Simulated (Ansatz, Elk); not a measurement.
**Bonding as seen by X-rays: BaHfMgSn**

The structure of BaHfMgSn used here is made up (a known structure type with other elements) and was relaxed beforehand with PBEsol. The aim is the Fourier transform of its all-electron density, F(hkl), set beside the sum over free spherical atoms that refinements use.

Program: Elk 11.2.3 (patched build). Level of theory: DFT, PBE, all-electron APW+lo, Dirac cores, scalar-relativistic bands, static density, no spin. Results are calculated unless marked as measured.

The structure was built from a prototype and need not be the compound's stable phase.

## (1) The starting structure

Symmetry: Cmcm, No. 63, orthorhombic system. The conventional cell has a = 3.579 Å, b = 24.120 Å, c = 5.231 Å, α = 90.00°, β = 90.00°, γ = 90.00°. Hf has 4 Hf at 2.92 to 3.58 Å and 1 Mg at 3.35 Å and 6 Ba at 3.56 to 3.63 Å nearest. Ba has 4 Mg at 3.54 Å and 6 Hf at 3.56 to 3.63 Å and 2 Ba at 3.58 Å and 2 Sn at 3.66 Å nearest. Nearest to Sn lie 4 Mg at 3.02 to 3.08 Å and 6 Sn at 3.27 to 3.58 Å and 2 Ba at 3.66 Å. Nearest to Mg lie 4 Sn at 3.02 to 3.08 Å and 1 Hf at 3.35 Å and 4 Ba at 3.54 Å and 2 Mg at 3.58 Å. Farther neighbours are not listed.

## (2) Ground state and structure factors

An all-electron density is needed, since X-rays see the cores too. Task 0 finds the density and task 195 Fourier-transforms it; tshift is off so that phases refer to the origin typed.

File elk.in:

```
tasks
  0
  195

xctype
  20

spinpol
  .false.

rgkmax
  7.0

gmaxvr
  14.0

lmaxo
  7

lmaxapw
  8

swidth
  0.002

tshift
  .false.

ramdisk
  .false.

hmaxvr
  5.5

maxscl
  120

epspot
  1e-06

sppath
  './'

avec
  3.38157667137 -22.79053460510 -0.00000000000
  3.38157667137 22.79053460510 -0.00000000000
  -0.00000000000 0.00000000000 9.88471482934

atoms
  4
  'Hf.in'
  2
  0.9730280053 0.0269719947 0.7500000000   0.000000 0.000000 0.000000
  0.0269719947 0.9730280053 0.2500000000   0.000000 0.000000 0.000000
  'Ba.in'
  2
  0.6007653449 0.3992346551 0.7500000000   0.000000 0.000000 0.000000
  0.3992346551 0.6007653449 0.2500000000   0.000000 0.000000 0.000000
  'Sn.in'
  2
  0.7667013887 0.2332986113 0.2500000000   0.000000 0.000000 0.000000
  0.2332986113 0.7667013887 0.7500000000   0.000000 0.000000 0.000000
  'Mg.in'
  2
  0.1658852829 0.8341147171 0.2500000000   0.000000 0.000000 0.000000
  0.8341147171 0.1658852829 0.7500000000   0.000000 0.000000 0.000000

ngridk
  6 6 5
```

Run with:

```console
OMP_NUM_THREADS=4 elk
```

Numbers of over 12 decimals in the logs are rounded to 6 here.

The program printed:

```text
┌─────────────────────────┐
│ Elk code version 11.2.3 │
└─────────────────────────┘

All units are atomic (Hartree, Bohr, etc.)

┌─────────────────────────────────────────────────┐
│ Ground-state run starting from atomic densities │
└─────────────────────────────────────────────────┘

Lattice vectors :
   3.381576671      -22.79053461      -0.000000000
   3.381576671       22.79053461      -0.000000000
  -0.000000000       0.000000000       9.884714829

Reciprocal lattice vectors :
  0.9290319158     -0.1378463782       0.000000000
  0.9290319158      0.1378463782       0.000000000
   0.000000000       0.000000000      0.6356465933

Unit cell volume      :    1523.589222
Brillouin zone volume :   0.1628064900

Muffin-tin inner radius fraction :   0.1000000000E-01

Nuclei treated as point charges

Species : 1 (Hf)
 parameters loaded from : Hf.in
 name : hafnium
 nuclear charge    :   -72.00000000
 electronic charge :    72.00000000
 atomic mass :    325367.3659
 muffin-tin radius :    2.735104880
 number of radial points in muffin-tin :   1393
 inner part over the whole radius :   0.9892708359E-02
 number on inner part of muffin-tin    :    998
 approximate nuclear radius :   0.1000320365E-03
 number of mesh points to nuclear radius :    519
 atomic positions (lattice), magnetic fields (Cartesian) :
  1 :  -0.02697199  0.02697199 -0.25000000    0.00000000  0.00000000  0.00000000
  2 :   0.02697199 -0.02697199  0.25000000    0.00000000  0.00000000  0.00000000

Species : 2 (Ba)
 parameters loaded from : Ba.in
 name : barium
 nuclear charge    :   -56.00000000
 electronic charge :    56.00000000
 atomic mass :    250331.8071
 muffin-tin radius :    2.800000000
 number of radial points in muffin-tin :   1393
 inner part over the whole radius :   0.9950032293E-02
 number on inner part of muffin-tin    :    996
 approximate nuclear radius :   0.9171481901E-04
 number of mesh points to nuclear radius :    504
 atomic positions (lattice), magnetic fields (Cartesian) :
  1 :  -0.39923466  0.39923466 -0.25000000    0.00000000  0.00000000  0.00000000
  2 :   0.39923466 -0.39923466  0.25000000    0.00000000  0.00000000  0.00000000

Species : 3 (Sn)
 parameters loaded from : Sn.in
 name : tin
 nuclear charge    :   -50.00000000
 electronic charge :    50.00000000
 atomic mass :    216395.0922
 muffin-tin radius :    2.600000000
 number of radial points in muffin-tin :   1193
 inner part over the whole radius :   0.9914297220E-02
 number on inner part of muffin-tin    :    850
 approximate nuclear radius :   0.8828114845E-04
 number of mesh points to nuclear radius :    428
 atomic positions (lattice), magnetic fields (Cartesian) :
  1 :  -0.23329861  0.23329861  0.25000000    0.00000000  0.00000000  0.00000000
  2 :   0.23329861 -0.23329861 -0.25000000    0.00000000  0.00000000  0.00000000

Species : 4 (Mg)
 parameters loaded from : Mg.in
 name : magnesium
 nuclear charge    :   -12.00000000
 electronic charge :    12.00000000
 atomic mass :    44305.30466
 muffin-tin radius :    2.200000000
 number of radial points in muffin-tin :    793
 inner part over the whole radius :   0.9941530515E-02
 number on inner part of muffin-tin    :    552
 approximate nuclear radius :   0.5710277704E-04
 number of mesh points to nuclear radius :    241
 atomic positions (lattice), magnetic fields (Cartesian) :
  1 :   0.16588528 -0.16588528  0.25000000    0.00000000  0.00000000  0.00000000
  2 :  -0.16588528  0.16588528 -0.25000000    0.00000000  0.00000000  0.00000000

Total number of atoms per unit cell :    8
Total muffin-tin volume :    591.7652125
 ratio of muffin-tin to unit cell volume :   0.3884020733

Spin treatment :
 spin-unpolarised

Number of Bravais lattice symmetries :    8
Number of crystal symmetries         :    8
Crystal has inversion symmetry
Real symmetric eigensolver will be used

k-point grid :      6     6     5
k-point offset :    0.000000000       0.000000000       0.000000000
k-point set is reduced with full crystal symmetry group
[...]
correlation                 :     -21.096169894531
 electron entropic           :    -0.21776897370251E-02
 total energy                :     -59234.466400093

Density of states at Fermi energy :    166.8921744
 (states/Hartree/unit cell)

Estimated indirect band gap :   0.4948102798E-03
 from k-point 10 to k-point 31
Estimated direct band gap   :   0.6378227253E-02
 at k-point 1

Charges :
 core                        :    228.0000000
 valence                     :    152.0000000
 interstitial                :    15.19666911
 muffin-tins (core leakage)
  species : 1 (Hf)
[...]
species : 2 (Ba)
[...]
species : 3 (Sn)
[...]
species : 4 (Mg)
[...]
total in muffin-tins        :    364.8033309
 total calculated charge     :    379.9995585
 total charge                :    380.0000000
 error                       :   0.4415297303E-03

RMS change in Kohn-Sham potential (target) :   0.3827661711     (  0.1000000000E-05)
Absolute change in total energy (target)   :   0.4447690589     (  0.1000000000E-03)

[... loops 3 to 17 left out ...]

┌──────────────────┐
│ Loop number : 18 │
└──────────────────┘

Energies :
 Fermi                       :     0.241348
 sum of occupied eigenvalues :     -36168.091063253
 electron kinetic            :      64565.798950262
 core electron kinetic       :      62352.881102196
 Coulomb                     :     -122418.71038844
 Coulomb potential           :     -98930.852656204
 nuclear-nuclear             :     -4663.2136734410
 electron-nuclear            :     -136666.81776355
 Hartree                     :      18911.321048553
 Madelung                    :     -72953.284060341
 xc potential                :     -1803.0373573111
 exchange                    :     -1359.1490914959
 correlation                 :     -21.091600196924
 electron entropic           :    -0.22960875521596E-02
 total energy                :     -59233.154425961

Density of states at Fermi energy :    174.6601586
 (states/Hartree/unit cell)

Estimated indirect band gap :   0.7064922341E-03
 from k-point 21 to k-point 20
Estimated direct band gap   :   0.5027996000E-02
 at k-point 10

Charges :
 core                        :    228.0000000
 valence                     :    152.0000000
 interstitial                :    14.88118291
 muffin-tins (core leakage)
  species : 1 (Hf)
[...]
species : 2 (Ba)
[...]
species : 3 (Sn)
[...]
species : 4 (Mg)
[...]
total in muffin-tins        :    365.1188171
 total calculated charge     :    379.9996393
 total charge                :    380.0000000
 error                       :   0.3607060423E-03

RMS change in Kohn-Sham potential (target) :   0.3107147098E-06 (  0.1000000000E-05)
Absolute change in total energy (target)   :   0.4505187098E-04 (  0.1000000000E-03)

Convergence targets achieved

┌──────────────────┐
│ Loop number : 19 │
└──────────────────┘

Energies :
 Fermi                       :     0.241348
 sum of occupied eigenvalues :     -36168.090985621
 electron kinetic            :      64565.799002861
 core electron kinetic       :      62352.881137822
 Coulomb                     :     -122418.71039645
 Coulomb potential           :     -98930.852727777
 nuclear-nuclear             :     -4663.2136734410
 electron-nuclear            :     -136666.81770185
 Hartree                     :      18911.320978842
 Madelung                    :     -72953.284032564
 xc potential                :     -1803.0372607051
 exchange                    :     -1359.1490911586
 correlation                 :     -21.091600153900
 electron entropic           :    -0.22960858098576E-02
 total energy                :     -59233.154380990

Density of states at Fermi energy :    174.6599835
 (states/Hartree/unit cell)

Estimated indirect band gap :   0.7064931503E-03
 from k-point 21 to k-point 20
Estimated direct band gap   :   0.5027953874E-02
 at k-point 10

Charges :
 core                        :    228.0000000
 valence                     :    152.0000000
 interstitial                :    14.88118300
 muffin-tins (core leakage)
  species : 1 (Hf)
[...]
species : 2 (Ba)
[...]
species : 3 (Sn)
[...]
atom 2                    :    48.14620113     (  0.6607702488E-04)
  species : 4 (Mg)
   atom 1                    :    10.48667374     ( -0.9828258873E-07)
   atom 2                    :    10.48667374     ( -0.9828258873E-07)
 total in muffin-tins        :    365.1188170
 total calculated charge     :    379.9996393
 total charge                :    380.0000000
 error                       :   0.3607062939E-03

┌──────────────────────────────┐
│ Self-consistent loop stopped │
└──────────────────────────────┘

Wrote STATE.OUT
```

It took 3.2 min on 4 threads of Intel Xeon Platinum 8488C (Sapphire Rapids), shared host; peak memory 0.58 GiB.

SFACRHO.OUT:

```text

h k l indices transformed by vhmat matrix:
   1.000000000       0.000000000       0.000000000    
   0.000000000       1.000000000       0.000000000    
   0.000000000       0.000000000       1.000000000    

      h      k      l  multipl.   |H|            Re(F)            Im(F)           |F|

      0      0      0      1   0.0000000       380.00000      0.26396664E-16   380.00000    
     -1      1      0      2  0.27569276       59.390711     -0.79290180E-14   59.390711    
     -2      2      0      2  0.55138551       96.704251     -0.17179539E-13   96.704251    
      0      0      1      2  0.63564659     -0.55396051E-13  0.39645090E-14  0.55537733E-13
     -1      1      1      2  0.69285863      -53.745422      0.10572024E-13   53.745422    
     -1      1     -1      2  0.69285863       53.745422     -0.10572024E-13   53.745422    
      3     -3      0      2  0.82707827      -61.694697     -0.32954981E-13   61.694697    
      2     -2      1      2  0.84147048      -45.478801     -0.17179539E-13   45.478801    
     -2      2      1      2  0.84147048       45.478801     -0.15197284E-13   45.478801    
      0      1      0      4  0.93920281       68.774498     -0.52860120E-14   68.774498    
      1     -2      0      4   1.0169144       97.028158     -0.24778181E-14   97.028158    
     -3      3      1      2   1.0431227       115.10468      0.39645090E-14   115.10468    
      3     -3      1      2   1.0431227      -115.10468      0.92505210E-14   115.10468    
      4     -4      0      2   1.1027710       107.40007      0.25108557E-13   107.40007    
      1      0     -1      4   1.1340849       8.2325523     -0.11232775E-13   8.2325523    
      1      0      1      4   1.1340849      -8.2325523      0.10572024E-13   8.2325523    
      2     -3      0      4   1.1567804       225.88307     -0.11893527E-13   225.88307    
      1     -2     -1      4   1.1992337       226.31627      -0.0000000       226.31627
```

Elk indexes on the primitive cell of elk.in and gives |H| = 4π sin θ/λ in inverse bohr. Below, one row stands for each form hkl of the conventional cell (m members, Friedel mates merged), F is for one primitive cell and the density is static (no thermal factor). Free-atom factors are Waasmaier and Kirfel's, and R is Σm||F|−|F'||/Σm|F|.

| hkl | m | sin θ/λ (Å⁻¹) | abs F, DFT | neutral atoms | diff. |
| --- | --- | --- | --- | --- | --- |
| 020 | 2 | 0.042 | 59.391 | 59.205 | +0.186 |
| 040 | 2 | 0.083 | 96.704 | 96.875 | -0.171 |
| 001 | 2 | 0.096 | 0.000 | 0.000 | +0.000 |
| 021 | 4 | 0.104 | 53.745 | 53.245 | +0.501 |
| 060 | 2 | 0.124 | 61.695 | 61.486 | +0.208 |
| 041 | 4 | 0.127 | 45.479 | 45.691 | -0.212 |
| 110 | 4 | 0.141 | 68.775 | 68.818 | -0.044 |
| 130 | 4 | 0.153 | 97.028 | 97.118 | -0.090 |
| 061 | 4 | 0.157 | 115.105 | 115.394 | -0.289 |
| 080 | 2 | 0.166 | 107.400 | 107.256 | +0.144 |
| 111 | 8 | 0.171 | 8.233 | 8.421 | -0.188 |
| 150 | 4 | 0.174 | 225.883 | 226.123 | -0.240 |
| 131 | 8 | 0.180 | 226.316 | 226.508 | -0.192 |
| 002 | 2 | 0.191 | 311.785 | 312.608 | -0.823 |
| 081 | 4 | 0.191 | 280.308 | 281.219 | -0.911 |
| 022 | 4 | 0.196 | 53.752 | 54.274 | -0.522 |
| 151 | 8 | 0.199 | 3.892 | 3.938 | -0.046 |
| 170 | 4 | 0.201 | 25.354 | 25.533 | -0.179 |

## (3) The highest occupied states alone

An energy window below the Fermi level keeps the highest occupied states, to see at which angles they scatter; shallow core shells can lie inside it and anion s states outside. No new self-consistency is needed.

elk.in, as its differences from that of step 2:

```diff
@@ -1,3 +1,2 @@
 tasks
-  0
   195
@@ -40,2 +39,5 @@
 
+wsfac
+  -0.199640 0.541350
+
 sppath
```

Run with:

```console
OMP_NUM_THREADS=4 elk
```

The program printed:

```text
┌─────────────────────────────────┐
│ Elk code version 11.2.3 started │
└─────────────────────────────────┘

Info(readinput): the functional depends on the density's gradient
 muffin-tin radial points multiplied by    2.00000
 (not where nrmtscf is given)

┌────────────────────┐
│ Current task : 195 │
└────────────────────┘
Info(checkmt): changed muffin-tin radius of species 1 (Hf) from   2.8000 to   2.7351

Info(sfacrho): density structure factors written to SFACRHO.OUT

 Energy window :  -0.1996400000      0.5413500000

┌──────────────────┐
│ Elk code stopped │
└──────────────────┘
```

Wall time 32 s (4 threads); peak memory 0.34 GiB; 39 s of CPU time.

States within 12 eV below the Fermi level hold 24.00 electrons; any levels below the window count with the cores. Their amplitudes can exceed the total, where window and core parts have opposite phase:

| hkl | sin θ/λ (Å⁻¹) | abs F, window | abs F, all |
| --- | --- | --- | --- |
| 020 | 0.042 | 0.978 | 59.391 |
| 040 | 0.083 | 6.194 | 96.704 |
| 001 | 0.096 | 0.000 | 0.000 |
| 021 | 0.104 | 0.802 | 53.745 |
| 060 | 0.124 | 0.317 | 61.695 |
| 041 | 0.127 | 1.510 | 45.479 |
| 110 | 0.141 | 2.222 | 68.775 |
| 130 | 0.153 | 0.285 | 97.028 |
| 061 | 0.157 | 0.048 | 115.105 |
| 080 | 0.166 | 1.095 | 107.400 |

## (4) Another functional

The difference from free atoms is small, so it is set against the change that LDA (Perdew-Wang) makes.

elk.in, as its differences from that of step 3:

```diff
@@ -1,2 +1,3 @@
 tasks
+  0
   195
@@ -4,3 +5,3 @@
 xctype
-  20
+  3
 
@@ -39,5 +40,2 @@
 
-wsfac
-  -0.199640 0.541350
-
 sppath
```

Run with:

```console
OMP_NUM_THREADS=4 elk
```

The program printed:

```text
┌─────────────────────────┐
│ Elk code version 11.2.3 │
└─────────────────────────┘

All units are atomic (Hartree, Bohr, etc.)

┌─────────────────────────────────────────────────┐
│ Ground-state run starting from atomic densities │
└─────────────────────────────────────────────────┘

Lattice vectors :
   3.381576671      -22.79053461      -0.000000000
   3.381576671       22.79053461      -0.000000000
  -0.000000000       0.000000000       9.884714829

Reciprocal lattice vectors :
  0.9290319158     -0.1378463782       0.000000000
[...]
muffin-tins (core leakage)
  species : 1 (Hf)
[...]
species : 2 (Ba)
[...]
species : 3 (Sn)
[...]
species : 4 (Mg)
   atom 1                    :    10.49749933     ( -0.1573064653E-05)
   atom 2                    :    10.49749933     ( -0.1573064653E-05)
 total in muffin-tins        :    365.2627324
 total calculated charge     :    379.9996925
 total charge                :    380.0000000
 error                       :   0.3074668075E-03

┌──────────────────────────────┐
│ Self-consistent loop stopped │
└──────────────────────────────┘

Wrote STATE.OUT
[key lines of the parts left out:]
total energy                :     -59190.378458253
```

The job ended after 2.1 min (4 threads; peak memory 0.45 GiB; 6.5 min of CPU time).

Against the first run R = 0.03 %; the largest change is -0.097 at 1 15 0.

## (5) Basis size

A smaller basis shows how fast F responds to it; the change is likely larger than the basis error of the first run, but doesn't show convergence.

elk.in, as its differences from that of step 4:

```diff
@@ -5,3 +5,3 @@
 xctype
-  3
+  20
 
@@ -11,3 +11,3 @@
 rgkmax
-  7.0
+  5.5
```

Run with:

```console
OMP_NUM_THREADS=4 elk
```

The program printed:

```text
┌─────────────────────────┐
│ Elk code version 11.2.3 │
└─────────────────────────┘

All units are atomic (Hartree, Bohr, etc.)

┌─────────────────────────────────────────────────┐
│ Ground-state run starting from atomic densities │
└─────────────────────────────────────────────────┘

Lattice vectors :
   3.381576671      -22.79053461      -0.000000000
   3.381576671       22.79053461      -0.000000000
  -0.000000000       0.000000000       9.884714829

Reciprocal lattice vectors :
  0.9290319158     -0.1378463782       0.000000000
[...]
muffin-tins (core leakage)
  species : 1 (Hf)
[...]
species : 2 (Ba)
[...]
species : 3 (Sn)
[...]
species : 4 (Mg)
   atom 1                    :    10.48159426     ( -0.9828258829E-07)
   atom 2                    :    10.48159426     ( -0.9828258829E-07)
 total in muffin-tins        :    364.8834909
 total calculated charge     :    379.9991331
 total charge                :    380.0000000
 error                       :   0.8668633321E-03

┌──────────────────────────────┐
│ Self-consistent loop stopped │
└──────────────────────────────┘

Wrote STATE.OUT
[key lines of the parts left out:]
total energy                :     -59232.944926010
```

The job ended after 2.2 min (4 threads; peak memory 0.54 GiB; 6.6 min of CPU time).

Against the first run R = 0.03 %; the largest change is +0.147 at 202.

## (6) Settings against the effect

| run | R against the first run (%) | R against neutral atoms, low angle (%) | wall time |
| --- | --- | --- | --- |
| PBE, rgkmax 7 | 0.00 | 0.28 | 3.2 min |
| LDA (Perdew-Wang) | 0.03 | 0.28 | 2.1 min |
| rgkmax 5.5 | 0.03 | 0.28 | 2.2 min |

## (7) What came out

| Item | Value |
| --- | --- |
| R against neutral atoms, sin θ/λ < 0.3 Å⁻¹ | 0.28 % |
| R against neutral atoms, 0.3 to 0.48 Å⁻¹ | 0.12 % |

In words: Independent neutral atoms miss the calculated amplitudes by R = 0.28 % below 0.3 Å⁻¹ and 0.12 % from there to 0.48 Å⁻¹; by shells, 0.38 % below 0.15 Å⁻¹ (6 forms), 0.27 % 0.15 to 0.3 (35 forms), 0.12 % 0.3 to 0.45 (81 forms), 0.13 % above 0.45 (23 forms). Bonding, aspherical density and the tables' own atoms all enter these figures, and the runs don't part them. The largest change of an amplitude is -0.91 electrons, at 081. The window's part falls from 24.0 electrons at the origin to at most 0.20 between 0.45 and 0.48 Å⁻¹. Below 0.3 Å⁻¹ the changes that finished (LDA (Perdew-Wang) and rgkmax 5.5) move F by R = 0.03 % at most, against the 0.28 % that separates it from free atoms. The k-mesh has no finished test. Spin-orbit coupling is left out, which can matter for elements this heavy. Part of the difference isn't bonding: the tables are fits to free atoms and ions calculated by other methods than this functional. Thermal motion, anomalous dispersion and extinction are left out.

[Logs are printed without paths, hosts, clocks, repeated set-up lines and the standing remarks that a program may print on its own settings, such as how far it seeks lower states.]

[Hosts, paths, dates, database ids (printed as entryN), source tags and the programs' standing remarks are cut or masked in the printed files.]
